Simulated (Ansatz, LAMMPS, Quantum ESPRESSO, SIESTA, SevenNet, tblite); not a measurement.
# Bulk modulus of glassy 61Al2O3-39P2O5 (mol %) (104 atoms) across programs

Aim: pressure against volume for glassy 61Al2O3-39P2O5 (mol %) (104 atoms), with plane waves as the reference.

The results are calculated values.

**1. The cell**

The cell holds 104 atoms (22 Al, 14 P and 68 O), with edges of 10.80, 10.80 and 10.80 Å. Recipe: 104 atoms (22 Al, 14 P, 68 O) placed at random at 2.66 g/cm³, melted at 4000 K for 10 ps at fixed volume with the Morse and Coulomb pair potential with partial charges (Pedone, Malavasi, Menziani, Cormack and Segre, J. Phys. Chem. B 110, 11780 (2006)). Quenched from 4000 K to 300 K at 50 K/ps and fixed volume, held 10 ps at zero pressure. Then the atoms were relaxed with SevenNet 0 in the fixed cell.

Bonds by pair of elements; cutoffs follow the first minimum of g(r), held within bounds set by covalent radii, and pairs that aren't listed don't count as bonded:

```csv
pair A-B,cutoff (Å),bonds,mean length (Å),spread (Å),shortest (Å),B about A,A about B
O-Al,2.27,96,1.82,0.1,1.67,1.41,4.36
O-P,2.02,56,1.55,0.041,1.49,0.824,4
```

**2. The reference input**

Quantum ESPRESSO 7.5: Kohn-Sham DFT, PBE, SSSP efficiency 1.3.0 pseudopotentials, plane waves. Its input, pw.in, for the unchanged cell:

```
&control
  calculation = 'scf'
  pseudo_dir = './pseudo'
  outdir = './tmp'
  disk_io = 'none'
  tprnfor = .true.
  tstress = .true.
/
&system
  ibrav = 0
  nat = 104
  ntyp = 3
  ecutwfc = 60
  ecutrho = 480
  nosym = .true.
  occupations = 'smearing'
  smearing = 'fd'
  degauss = 0.003675
/
&electrons
  conv_thr = 5.2e-07
  electron_maxstep = 100
  mixing_beta = 0.4
  mixing_mode = 'plain'
  diagonalization = 'david'
/
ATOMIC_SPECIES
Al 26.982 Al.upf
P 30.974 P.upf
O 15.999 O.upf
CELL_PARAMETERS angstrom
10.79971 0.00000 0.00000
0.00000 10.79971 0.00000
0.00000 0.00000 10.79971
ATOMIC_POSITIONS crystal
Al 0.26136 0.21731 0.18858
Al 0.71712 0.50268 0.44470
Al 0.31802 0.49714 0.09247
Al 0.10992 0.81321 0.85457
[... 98 atom lines left out ...]
O 0.09896 0.45224 0.42150
O 0.32878 0.85512 0.13186
K_POINTS gamma
```

```console
$ OMP_NUM_THREADS=1 pw.x -in pw.in > output.txt
```

It took 14 min on 1 MPI rank of Arm Neoverse V1, shared host; peak memory 3.9 GiB.

It converged with an r.m.s. force component of 0.11 eV/Å and a pressure of 3.1 GPa.

**3. The levels**

Every level solves the same cells as single points. CPU time is summed over a level's finished runs, on a host shared with the other runs, so it is rough; the force column is the median over cells of the r.m.s. difference of force components from the reference.

```
          level                      basis or training data  k-points  runs finished  CPU time  peak memory (GiB)  force difference (meV/Å)
        QE, PBE     plane waves, SSSP efficiency, 60/480 Ry         Γ         3 of 3    42 min                4.0                 reference
SIESTA DZP, PBE    DZP orbitals, shift 0.01 Ry, mesh 500 Ry         Γ         3 of 3    24 min                2.6                       190
tblite GFN1-xTB  tight binding with its own dispersion term         Γ         3 of 3      24 s               0.16                       304
     SevenNet 0          trained on PBE(+U) plane-wave data         -         3 of 3      22 s                1.1                       113
  SevenNet l3i5          trained on PBE(+U) plane-wave data         -         3 of 3      29 s                1.9                       104
```

The reference's own r.m.s. force component runs from 111 to 117 meV/Å over these cells. SevenNet 0 relaxed the atoms, so in the cells that it relaxed its forces are near zero and its entry mostly repeats the reference's forces.

**4. Pressure against volume**

The cell is scaled evenly, and at each volume SevenNet 0 relaxes the atoms again before the single points. The unchanged volume is 12.112 Å³ an atom. Pressures in GPa:

| level | -3 % | 0 | +3 % |
| --- | --- | --- | --- |
| QE, PBE | 5.70 | 3.06 | 0.76 |
| SIESTA DZP, PBE | 8.23 | 5.62 | 3.31 |
| tblite GFN1-xTB | 11.86 | 9.15 | 6.78 |
| SevenNet 0 | 4.16 | 1.70 | -0.48 |
| SevenNet l3i5 | 4.30 | 1.83 | -0.35 |

Energy less that of the unchanged cell at the same level, in meV an atom:

```csv
level,-3 %,+3 %
"QE, PBE",8.33,-2.80
"SIESTA DZP, PBE",6.71,-1.59
tblite GFN1-xTB,19.07,-13.64
SevenNet 0,6.58,-1.46
SevenNet l3i5,7.09,-1.90
```

**5. Moduli**

From the three volumes nearest the unchanged one: B from the slope of pressure against ln V and from the curvature of the energy, the pressure that the slope of the energy implies, and the volume change at which the printed pressure crosses zero (a dash if it doesn't within the range).

| level | B from pressures (GPa) | B from energies (GPa) | printed pressure (GPa) | pressure from energies (GPa) | zero pressure at (%) |
| --- | --- | --- | --- | --- | --- |
| QE, PBE | 82.3 | 81.4 | 3.06 | 2.45 | - |
| SIESTA DZP, PBE | 82.1 | 75.3 | 5.62 | 1.83 | - |
| tblite GFN1-xTB | 84.7 | 79.8 | 9.15 | 7.21 | - |
| SevenNet 0 | 77.3 | 75.3 | 1.70 | 1.77 | +2.3 |
| SevenNet l3i5 | 77.5 | 76.3 | 1.83 | 1.98 | +2.5 |

As a check by hand on the reference: from -3 to +3 % the pressure falls by 4.94 GPa while ln V grows by 0.0600, a ratio of 82.3 GPa.

Gap between the highest filled and the lowest empty level on the runs' k-points, in eV:

```
          level  -3 %     0  +3 %
        QE, PBE  3.87  3.68  3.49
SIESTA DZP, PBE  3.91  3.71  3.52
```

**6. Findings**

The plane-wave reference (PBE) gives a bulk modulus of 82.3 GPa from its pressures, at a volume where its pressure is 3.06 GPa, and the pressure stays positive over the whole range. Other programs at PBE: SIESTA DZP, PBE 82.1 GPa (+0 %); its pressure lies +2.56 GPa from the reference's. Learned potentials: SevenNet 0 77.3 GPa (-6 %) and SevenNet l3i5 77.5 GPa (-6 %); their pressures lie -1.36 to -1.23 GPa from the reference's.

Tight binding: tblite GFN1-xTB 84.7 GPa (+3 %); its pressure lies +6.08 GPa from the reference's. The moduli are read at one volume but at unlike pressures, and a cell under tension is as a rule softer than one under compression. All slopes lie within 6 % of the reference's, while the pressures at one volume spread over 7.4 GPa, so the levels would settle at unlike volumes. Moduli from the energies run from 75 to 81 GPa, within 10 % of those from pressures. Printed pressure and the slope of the energy part by over 2.5 GPa for SIESTA DZP, PBE; the atoms move along a path that isn't these levels' own, so their forces do work along it, and an error in the stress can't be told from that. The reference's gap falls as the cell grows, from 3.87 eV at -3 % to 3.49 eV at +3 %.

Caveats: The atoms follow SevenNet 0, not each level's own minimum, so these moduli only approach relaxed ones and hang on that choice. Three points at finite strain give rough moduli, at the given volume rather than at zero pressure. Pressures at a fixed plane-wave cutoff or in a small atom-centred basis hold some basis error. The quench rate of 50 K/ps is many orders above laboratory rates, so the cell is likely richer in defects and strain than a real sample. The reference samples only Γ, in a cell whose shortest periodic width is 11 Å. The reference isn't exact: its cutoffs and mesh weren't converged further here, and in our tests on small cells the SSSP efficiency potentials stood apart from two norm-conserving sets for C–F bonds most, for P–O and Y–O bonds less. SIESTA's automatically made basis is far from complete, and its potentials were converted by us (checked for H, C, O, Si, Ge and Ca alone). Where levels are smeared, the DFT runs use Fermi–Dirac occupations at 580 K (0.05 eV), and energies are free energies.

[Long decimals in the printed logs are rounded to 6 places.]

[Logs are printed without paths, hosts, clocks, repeated set-up lines and the standing remarks that a program may print on its own settings, such as how far it seeks lower states.]

[Hosts, paths, dates, database ids (printed as entryN), source tags and the programs' standing remarks are cut or masked in the printed files.]
